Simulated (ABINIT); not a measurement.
# SnSe2 (Fm-3m): zone-centre phonons

Which modes does SnSe2 (Fm-3m) have at the zone centre?

Main program and level: ABINIT 10.8.3; DFT LDA, scalar-relativistic, plane waves, HGH norm-conserving pseudopotentials.

The structure was built from a prototype and need not be the compound's stable phase.

**1. The structure**

It takes space group Fm-3m (No. 225, cubic). The conventional cell has a = 6.351 Å, b = 6.351 Å, c = 6.351 Å, α = 90.00°, β = 90.00°, γ = 90.00°. Sn has 8 Se at 2.75 Å nearest. Nearest to Se lie 4 Sn at 2.75 Å. Farther neighbours and most contacts between anions are not listed.

**2. A probe with smearing**

A first run with smearing and empty bands tells whether the crystal has a gap, which decides between fixed occupations and smearing later on.

Contents of probe.abi:

```
# ground state
tolvrs 1.0d-08
prtden 1
prtwf 1

# basis, mesh and filling
ecut 26.0
ecutsm 3.0
ixc 7
ngkpt 6 6 6
nshiftk 1
shiftk 0.0 0.0 0.0
istwfk *1
occopt 7
tsmear 0.005
nband 14
nstep 100
diemac 9.0
prtebands 0
prtgsr 0
useylm 1

# cell and atoms
acell 3*1.0 Angstrom
rprim 
    0.0 3.17554 3.17554
    3.17554 0.0 3.17554
    3.17554 3.17554 0.0
ntypat 2
znucl 50 34
natom 3
typat 1 2 2
xred 
    0.0 0.0 0.0
    0.25 0.25 0.25
    0.75 0.75 0.75
pp_dirpath "./pseudo"
pseudos "Sn.hgh, Se.hgh"
```

On the command line:

```
> OMP_NUM_THREADS=1 mpirun -n 2 abinit probe.abi > probe.log
```

Numbers of over 12 decimals in the logs are rounded to 6 here.

probe.abo, the main output file:

```text
[banners, grids, parts of the stress and lines that vanish by symmetry left out]
- input  file    -> probe.abi
- output file    -> probe.abo
- root for input  files -> probei
[...]
Symmetries : space group Fm -3 m (#225); Bravais cF (face-center cubic)
[...]
mpw =        2764          nfft =       64000          nkpt =          16
[...]
== DATASET  1 ==================================================================
[...]
cutoff_energies: {ecut:  26.0, pawecutdg:  -1.0, }
[...]
Exchange-correlation functional for the present dataset will be:
  LDA: Perdew-Wang 92 LSD fit to Ceperley-Alder data - ixc=7
[...]
ETOT  1  -22.515975026904    -2.252E+01 1.488E-02 6.794E+01
 ETOT  2  -22.538129608219    -2.215E-02 8.788E-03 9.003E+00
 ETOT  3  -22.539662095348    -1.532E-03 3.293E-04 5.411E-01
 ETOT  4  -22.539736006245    -7.391E-05 2.483E-04 2.570E-02
 ETOT  5  -22.539737999267    -1.993E-06 2.103E-04 7.495E-05
 ETOT  6  -22.539738004348    -5.081E-09 1.597E-04 3.669E-07
 ETOT  7  -22.539738004387    -3.865E-11 1.104E-04 7.293E-10
 At SCF step    7       vres2   =  7.29E-10 < tolvrs=  1.00E-08 =>converged.
[...]
sigma(1 1)= -4.50123302E-04  sigma(3 2)=  0.00000000E+00
  sigma(2 2)= -4.50123302E-04  sigma(3 1)=  0.00000000E+00
  sigma(3 3)= -4.50123302E-04  sigma(2 1)=  0.00000000E+00
[...]
convergence: {deltae: -3.865E-11, res2:  7.293E-10, residm:  1.104E-04, diffor: null, }
etotal    :  -2.25397380E+01
[...]
sigma(1 1)= -4.50123302E-04  sigma(3 2)=  0.00000000E+00
  sigma(2 2)= -4.50123302E-04  sigma(3 1)=  0.00000000E+00
  sigma(3 3)= -4.50123302E-04  sigma(2 1)=  0.00000000E+00
[...]
- sigma(1 1)= -1.32430848E+01  sigma(3 2)=  0.00000000E+00
- sigma(2 2)= -1.32430848E+01  sigma(3 1)=  0.00000000E+00
- sigma(3 3)= -1.32430848E+01  sigma(2 1)=  0.00000000E+00
[...]
fcart     -0.0000000000E+00 -0.0000000000E+00 -0.0000000000E+00
           strten     -4.5012330244E-04 -4.5012330244E-04 -4.5012330244E-04
================================================================================

[key lines of the parts left out:]
pressure_GPa:   1.3243E+01
```

It took 15 s on 2 MPI ranks of Intel Xeon at 2.70GHz, shared host.

Numbers from this step:

```yaml
volume_per_atom: 21.35 Å³
pressure: 13.24 GPa
gap_on_the_k_mesh: 0 eV
```

No gap opens on this mesh, so smearing is kept.

**3. Rough relaxation**

The typed start is rough, so a first relaxation with smearing and loose thresholds takes it towards rest cheaply.

Contents of prerelax.abi:

```
# relaxation
ionmov 2
optcell 2
dilatmx 1.15
chkdilatmx 0
ntime 40
tolmxf 3.0d-04
tolvrs 1.0d-10
prtwf 0
prtden 0
chksymtnons 0

# basis, mesh and filling
ecut 20.8
ecutsm 3.0
ixc 7
ngkpt 4 4 4
nshiftk 1
shiftk 0.0 0.0 0.0
istwfk *1
occopt 7
tsmear 0.005
nband 14
nstep 100
diemac 1000000.0
prtebands 0
prtgsr 0
useylm 1

# cell and atoms
acell 3*1.0 Angstrom
rprim 
    0.0 3.17554 3.17554
    3.17554 0.0 3.17554
    3.17554 3.17554 0.0
ntypat 2
znucl 50 34
natom 3
typat 1 2 2
xred 
    0.0 0.0 0.0
    0.25 0.25 0.25
    0.75 0.75 0.75
pp_dirpath "./pseudo"
pseudos "Sn.hgh, Se.hgh"
```

On the command line:

```
> OMP_NUM_THREADS=1 mpirun -n 2 abinit prerelax.abi > prerelax.log
```

prerelax.abo, the main output file:

```text
[banners, grids, parts of the stress and lines that vanish by symmetry left out]
- input  file    -> prerelax.abi
- output file    -> prerelax.abo
- root for input  files -> prerelaxi
[...]
Symmetries : space group Fm -3 m (#225); Bravais cF (face-center cubic)
[...]
mpw =        2996          nfft =       91125          nkpt =           8
[...]
== DATASET  1 ==================================================================
[...]
cutoff_energies: {ecut:  20.8, pawecutdg:  -1.0, }
[...]
Exchange-correlation functional for the present dataset will be:
  LDA: Perdew-Wang 92 LSD fit to Ceperley-Alder data - ixc=7
[...]
ETOT  1  -22.511446234003    -2.251E+01 1.945E-02 1.011E+02
 ETOT  2  -22.531617729212    -2.017E-02 9.128E-04 9.902E+00
 ETOT  3  -22.532689623771    -1.072E-03 1.659E-04 9.423E-01
 ETOT  4  -22.532769494368    -7.987E-05 4.367E-05 8.629E-02
[...]
ETOT  7  -22.548161616926    -6.395E-14 2.261E-12 9.190E-13
 At SCF step    7       vres2   =  9.19E-13 < tolvrs=  1.00E-10 =>converged.
[...]
sigma(1 1)= -2.54174810E-07  sigma(3 2)=  0.00000000E+00
  sigma(2 2)= -2.54174810E-07  sigma(3 1)=  0.00000000E+00
  sigma(3 3)= -2.54174810E-07  sigma(2 1)=  0.00000000E+00
[...]
convergence: {deltae: -6.395E-14, res2:  9.190E-13, residm:  2.261E-12, diffor: null, }
etotal    :  -2.25481616E+01
[...]
At Broyd/MD step   5, gradients are converged :
[...]
sigma(1 1)= -2.54174810E-07  sigma(3 2)=  0.00000000E+00
  sigma(2 2)= -2.54174810E-07  sigma(3 1)=  0.00000000E+00
  sigma(3 3)= -2.54174810E-07  sigma(2 1)=  0.00000000E+00
[...]
- sigma(1 1)= -7.47808110E-03  sigma(3 2)=  0.00000000E+00
- sigma(2 2)= -7.47808110E-03  sigma(3 1)=  0.00000000E+00
- sigma(3 3)= -7.47808110E-03  sigma(2 1)=  0.00000000E+00
[...]
fcart     -0.0000000000E+00 -0.0000000000E+00 -0.0000000000E+00
           strten     -2.5417481046E-07 -2.5417481046E-07 -2.5417481046E-07
================================================================================

[key lines of the parts left out:]
pressure_GPa:   7.4781E-03
Total energy (etotal) [Ha]= -2.25481616169256E+01
```

The job ended after 50 s (2 MPI ranks).

The steps of the relaxation:

| step | energy less that of the first step (eV) | largest force (eV/Å) | volume (Å³) |
| --- | --- | --- | --- |
| 1 | 0.0000 | 0.0000 | 64.04 |
| 2 | -0.1967 | 0.0000 | 66.79 |
| 3 | -0.4116 | 0.0000 | 73.64 |
| 4 | -0.4185 | 0.0000 | 75.04 |
| 5 | -0.4187 | 0.0000 | 75.31 |

| conventional cell, symmetrised | before | after | change |
| --- | --- | --- | --- |
| a (Å) | 6.351 | 6.703 | +5.5 % |
| b (Å) | 6.351 | 6.703 | +5.5 % |
| c (Å) | 6.351 | 6.703 | +5.5 % |
| volume (Å³/atom) | 21.35 | 25.10 | +17.6 % |

The relaxed structure:

```xyz
3
Lattice="0.0000 3.3517 3.3517 3.3517 0.0000 3.3517 3.3517 3.3517 0.0000" Properties=species:S:1:pos:R:3 pbc="T T T"
Sn    0.0000    0.0000    0.0000
Se    1.6759    1.6759    1.6759
Se    5.0276    5.0276    5.0276
```

This step gave:

| Quantity | Value |
| --- | --- |
| volume per atom | 25.10 Å³ |
| pressure | 0.007478 GPa |

The volume changes by +17.6 % in this run and stands +17.6 % from the first cell.

**4. Rough relaxation**

The cell changed much, so the rough relaxation is repeated on a basis made for the new cell.

Changes to prerelax.abi since step 3:

```diff
@@ -32,5 +32,5 @@
 rprim 
-    0.0 3.17554 3.17554
-    3.17554 0.0 3.17554
-    3.17554 3.17554 0.0
+    0.0 3.351717707 3.351717707
+    3.351717707 0.0 3.351717707
+    3.351717707 3.351717707 0.0
 ntypat 2
```

prerelax.abo, the main output file:

```text
[banners, grids, parts of the stress and lines that vanish by symmetry left out]
- input  file    -> prerelax.abi
- output file    -> prerelax.abo
- root for input  files -> prerelaxi
[...]
Symmetries : space group Fm -3 m (#225); Bravais cF (face-center cubic)
[...]
mpw =        3515          nfft =       91125          nkpt =           8
[...]
== DATASET  1 ==================================================================
[...]
cutoff_energies: {ecut:  20.8, pawecutdg:  -1.0, }
[...]
Exchange-correlation functional for the present dataset will be:
  LDA: Perdew-Wang 92 LSD fit to Ceperley-Alder data - ixc=7
[...]
ETOT  1  -22.524195516524    -2.252E+01 1.256E-02 1.039E+02
 ETOT  2  -22.546743003444    -2.255E-02 2.204E-04 1.073E+01
 ETOT  3  -22.548082058583    -1.339E-03 3.716E-05 9.491E-01
 ETOT  4  -22.548155084577    -7.303E-05 8.176E-06 1.264E-01
 ETOT  5  -22.548161580498    -6.496E-06 4.188E-06 4.327E-04
 ETOT  6  -22.548161616791    -3.629E-08 1.466E-06 1.963E-06
 ETOT  7  -22.548161616924    -1.326E-10 8.496E-07 2.039E-08
 ETOT  8  -22.548161616926    -2.817E-12 3.212E-07 2.227E-10
 ETOT  9  -22.548161616926     2.913E-13 1.888E-07 4.243E-13
 At SCF step    9       vres2   =  4.24E-13 < tolvrs=  1.00E-10 =>converged.
[...]
sigma(1 1)= -2.54168601E-07  sigma(3 2)=  0.00000000E+00
  sigma(2 2)= -2.54168601E-07  sigma(3 1)=  0.00000000E+00
  sigma(3 3)= -2.54168601E-07  sigma(2 1)=  0.00000000E+00
[...]
convergence: {deltae:  2.913E-13, res2:  4.243E-13, residm:  1.888E-07, diffor: null, }
etotal    :  -2.25481616E+01
[...]
At Broyd/MD step   1, gradients are converged :
[...]
sigma(1 1)= -2.54168601E-07  sigma(3 2)=  0.00000000E+00
  sigma(2 2)= -2.54168601E-07  sigma(3 1)=  0.00000000E+00
  sigma(3 3)= -2.54168601E-07  sigma(2 1)=  0.00000000E+00
[...]
- sigma(1 1)= -7.47789840E-03  sigma(3 2)=  0.00000000E+00
- sigma(2 2)= -7.47789840E-03  sigma(3 1)=  0.00000000E+00
- sigma(3 3)= -7.47789840E-03  sigma(2 1)=  0.00000000E+00
[...]
fcart     -0.0000000000E+00 -0.0000000000E+00 -0.0000000000E+00
           strten     -2.5416860057E-07 -2.5416860057E-07 -2.5416860057E-07
================================================================================

[key lines of the parts left out:]
pressure_GPa:   7.4779E-03
Total energy (etotal) [Ha]= -2.25481616169262E+01
```

Wall time 14 s (2 MPI ranks).

Little changed from the start: no atom moved by 0.005 Å and no cell edge by 0.1 %.

The volume changes by +0.0 % in this run and stands +17.6 % from the first cell.

**5. Relaxing the cell and atoms**

The harmonic expansion needs vanishing forces, and a free crystal bears no stress, so cell and atoms are brought to rest. Stress is more sensitive to the basis than forces are: the last 3 Ha under the cutoff are smoothed with ecutsm.

Contents of relax.abi:

```
# relaxation
ionmov 2
optcell 2
dilatmx 1.08
ntime 40
tolmxf 1.0d-05
tolvrs 1.0d-14
prtwf 0
prtden 0
chksymtnons 0

# basis, mesh and filling
ecut 26.0
ecutsm 3.0
ixc 7
ngkpt 8 8 8
nshiftk 1
shiftk 0.0 0.0 0.0
istwfk *1
occopt 6
tsmear 0.01
nband 14
nstep 100
diemac 1000000.0
prtebands 0
prtgsr 0
useylm 1

# cell and atoms
acell 3*1.0 Angstrom
rprim 
    0.0 3.351717709 3.351717709
    3.351717709 0.0 3.351717709
    3.351717709 3.351717709 0.0
ntypat 2
znucl 50 34
natom 3
typat 1 2 2
xred 
    0.0 0.0 0.0
    0.25 0.25 0.25
    0.75 0.75 0.75
pp_dirpath "./pseudo"
pseudos "Sn.hgh, Se.hgh"
```

On the command line:

```
> OMP_NUM_THREADS=1 mpirun -n 2 abinit relax.abi > relax.log
```

relax.abo, the main output file:

```text
[banners, grids, parts of the stress and lines that vanish by symmetry left out]
- input  file    -> relax.abi
- output file    -> relax.abo
- root for input  files -> relaxi
[...]
Symmetries : space group Fm -3 m (#225); Bravais cF (face-center cubic)
[...]
mpw =        4088          nfft =      110592          nkpt =          29
[...]
== DATASET  1 ==================================================================
[...]
cutoff_energies: {ecut:  26.0, pawecutdg:  -1.0, }
[...]
Exchange-correlation functional for the present dataset will be:
  LDA: Perdew-Wang 92 LSD fit to Ceperley-Alder data - ixc=7
[...]
ETOT  1  -22.529902161502    -2.253E+01 1.694E-02 1.168E+02
 ETOT  2  -22.553261208326    -2.336E-02 3.916E-03 1.006E+01
 ETOT  3  -22.554192159295    -9.310E-04 3.744E-04 1.072E+00
 ETOT  4  -22.554253917699    -6.176E-05 2.578E-04 1.410E-01
 ETOT  5  -22.554259885669    -5.968E-06 2.366E-04 3.729E-04
[...]
At SCF step   10       vres2   =  2.24E-15 < tolvrs=  1.00E-14 =>converged.
[...]
sigma(1 1)=  6.64837071E-06  sigma(3 2)=  0.00000000E+00
  sigma(2 2)=  6.64837071E-06  sigma(3 1)=  0.00000000E+00
  sigma(3 3)=  6.64837071E-06  sigma(2 1)=  0.00000000E+00
[...]
convergence: {deltae: -3.695E-13, res2:  2.238E-15, residm:  4.602E-05, diffor: null, }
etotal    :  -2.25542599E+01
[...]
ETOT  1  -22.554261356260    -2.255E+01 6.196E-05 3.193E-03
[...]
At SCF step    8       vres2   =  3.96E-16 < tolvrs=  1.00E-14 =>converged.
[...]
sigma(1 1)=  5.45561025E-06  sigma(3 2)=  0.00000000E+00
  sigma(2 2)=  5.45561025E-06  sigma(3 1)=  0.00000000E+00
  sigma(3 3)=  5.45561025E-06  sigma(2 1)=  0.00000000E+00
[...]
convergence: {deltae:  5.898E-13, res2:  3.959E-16, residm:  7.744E-07, diffor: null, }
etotal    :  -2.25542617E+01
[...]
ETOT  1  -22.554257444848    -2.255E+01 3.936E-04 6.619E-02
[...]
ETOT  7  -22.554265511358    -1.847E-13 6.454E-06 4.739E-13
 ETOT  8  -22.554265511358    -1.101E-13 1.976E-05 8.706E-15
 At SCF step    8       vres2   =  8.71E-15 < tolvrs=  1.00E-14 =>converged.
[...]
sigma(1 1)= -3.00997835E-08  sigma(3 2)=  0.00000000E+00
  sigma(2 2)= -3.00997835E-08  sigma(3 1)=  0.00000000E+00
  sigma(3 3)= -3.00997835E-08  sigma(2 1)=  0.00000000E+00
[...]
convergence: {deltae: -1.101E-13, res2:  8.706E-15, residm:  1.976E-05, diffor: null, }
etotal    :  -2.25542655E+01
[...]
At Broyd/MD step   3, gradients are converged :
[...]
sigma(1 1)= -3.00997835E-08  sigma(3 2)=  0.00000000E+00
  sigma(2 2)= -3.00997835E-08  sigma(3 1)=  0.00000000E+00
  sigma(3 3)= -3.00997835E-08  sigma(2 1)=  0.00000000E+00
[...]
- sigma(1 1)= -8.85566206E-04  sigma(3 2)=  0.00000000E+00
- sigma(2 2)= -8.85566206E-04  sigma(3 1)=  0.00000000E+00
- sigma(3 3)= -8.85566206E-04  sigma(2 1)=  0.00000000E+00
[...]
fcart     -0.0000000000E+00 -0.0000000000E+00 -0.0000000000E+00
           strten     -3.0099783542E-08 -3.0099783541E-08 -3.0099783543E-08
================================================================================

[key lines of the parts left out:]
pressure_GPa:   8.8557E-04
Total energy (etotal) [Ha]= -2.25542655113583E+01
```

It took 95 s on 2 MPI ranks; 3.2 min of CPU time.

Relaxation path:

| step | energy less that of the first step (eV) | largest force (eV/Å) | volume (Å³) |
| --- | --- | --- | --- |
| 1 | 0.0000 | 0.0000 | 75.31 |
| 2 | 0.0000 | 0.0000 | 75.26 |
| 3 | -0.0002 | 0.0000 | 75.06 |

| conventional cell, symmetrised | before | after | change |
| --- | --- | --- | --- |
| a (Å) | 6.703 | 6.696 | -0.1 % |
| b (Å) | 6.703 | 6.696 | -0.1 % |
| c (Å) | 6.703 | 6.696 | -0.1 % |
| volume (Å³/atom) | 25.10 | 25.02 | -0.3 % |

The relaxed structure:

```
Sn Se
1.0
     0.00000    3.34800    3.34800
     3.34800    0.00000    3.34800
     3.34800    3.34800    0.00000
Sn Se
1 2
Cartesian
  0.0000 0.0000 0.0000
  1.6740 1.6740 1.6740
  5.0220 5.0220 5.0220
```

This step gave:

```
volume per atom : 25.02 Å³
pressure        : 8.86e-4 GPa
```

The volume changes by -0.3 % in this run and stands +17.2 % from the first cell.

**6. Ground state**

First-order wavefunctions inherit every error of the ground state, hence the very tight tolvrs. ecutsm is kept as in the relaxation, so that the cell stays at rest. Smearing stays on, as the first look found no gap above 0.3 eV.

Contents of gs.abi:

```
# ground state
tolvrs 1.0d-16
prtden 1
prtwf 1

# basis, mesh and filling
ecut 26.0
ecutsm 3.0
ixc 7
ngkpt 8 8 8
nshiftk 1
shiftk 0.0 0.0 0.0
istwfk *1
occopt 6
tsmear 0.01
nband 14
nstep 100
diemac 1000000.0
prtebands 0
prtgsr 0
useylm 1

# cell and atoms
acell 3*1.0 Angstrom
rprim 
    0.0 3.348001682 3.348001682
    3.348001682 0.0 3.348001682
    3.348001682 3.348001682 0.0
ntypat 2
znucl 50 34
natom 3
typat 1 2 2
xred 
    0.0 0.0 0.0
    0.25 0.25 0.25
    0.75 0.75 0.75
pp_dirpath "./pseudo"
pseudos "Sn.hgh, Se.hgh"
```

On the command line:

```
> OMP_NUM_THREADS=1 mpirun -n 2 abinit gs.abi > gs.log
```

gs.abo, the main output file:

```text
[banners, grids, parts of the stress and lines that vanish by symmetry left out]
- input  file    -> gs.abi
- output file    -> gs.abo
- root for input  files -> gsi
[...]
Symmetries : space group Fm -3 m (#225); Bravais cF (face-center cubic)
[...]
mpw =        3250          nfft =       91125          nkpt =          29
[...]
== DATASET  1 ==================================================================
[...]
cutoff_energies: {ecut:  26.0, pawecutdg:  -1.0, }
[...]
Exchange-correlation functional for the present dataset will be:
  LDA: Perdew-Wang 92 LSD fit to Ceperley-Alder data - ixc=7
[...]
ETOT  1  -22.529740746398    -2.253E+01 1.933E-02 9.760E+01
 ETOT  2  -22.553192085880    -2.345E-02 1.254E-02 8.736E+00
 ETOT  3  -22.554198188759    -1.006E-03 1.813E-03 8.767E-01
 ETOT  4  -22.554259693325    -6.150E-05 3.999E-04 1.135E-01
 ETOT  5  -22.554265439164    -5.746E-06 3.884E-04 2.744E-04
[...]
ETOT 10  -22.554265454144     7.816E-14 2.726E-05 1.638E-15
 ETOT 11  -22.554265454144    -9.948E-14 1.885E-05 1.690E-17
 At SCF step   11       vres2   =  1.69E-17 < tolvrs=  1.00E-16 =>converged.
[...]
sigma(1 1)= -2.97162275E-08  sigma(3 2)=  0.00000000E+00
  sigma(2 2)= -2.97162275E-08  sigma(3 1)=  0.00000000E+00
  sigma(3 3)= -2.97162275E-08  sigma(2 1)=  0.00000000E+00
[...]
convergence: {deltae: -9.948E-14, res2:  1.690E-17, residm:  1.885E-05, diffor: null, }
etotal    :  -2.25542655E+01
[...]
sigma(1 1)= -2.97162275E-08  sigma(3 2)=  0.00000000E+00
  sigma(2 2)= -2.97162275E-08  sigma(3 1)=  0.00000000E+00
  sigma(3 3)= -2.97162275E-08  sigma(2 1)=  0.00000000E+00
[...]
- sigma(1 1)= -8.74281597E-04  sigma(3 2)=  0.00000000E+00
- sigma(2 2)= -8.74281597E-04  sigma(3 1)=  0.00000000E+00
- sigma(3 3)= -8.74281597E-04  sigma(2 1)=  0.00000000E+00
[...]
fcart     -0.0000000000E+00 -0.0000000000E+00 -0.0000000000E+00
           strten     -2.9716227478E-08 -2.9716227477E-08 -2.9716227478E-08
================================================================================

[key lines of the parts left out:]
pressure_GPa:   8.7428E-04
```

Elapsed: 28 s, on 2 MPI ranks.

This step gave:

```
pressure : 8.74e-4 GPa
```

The cell stands at 8.7e-4 GPa, close enough for phonons.

(Part 1 of 2 ends here.)

[Host names and launcher messages were left out of these logs when they were recorded.]

[Logs are printed without paths, hosts, clocks, repeated set-up lines and the standing remarks that a program may print on its own settings, such as how far it seeks lower states.]

[Hosts, paths, dates, database ids (printed as entryN), source tags and the programs' standing remarks are cut or masked in the printed files.]
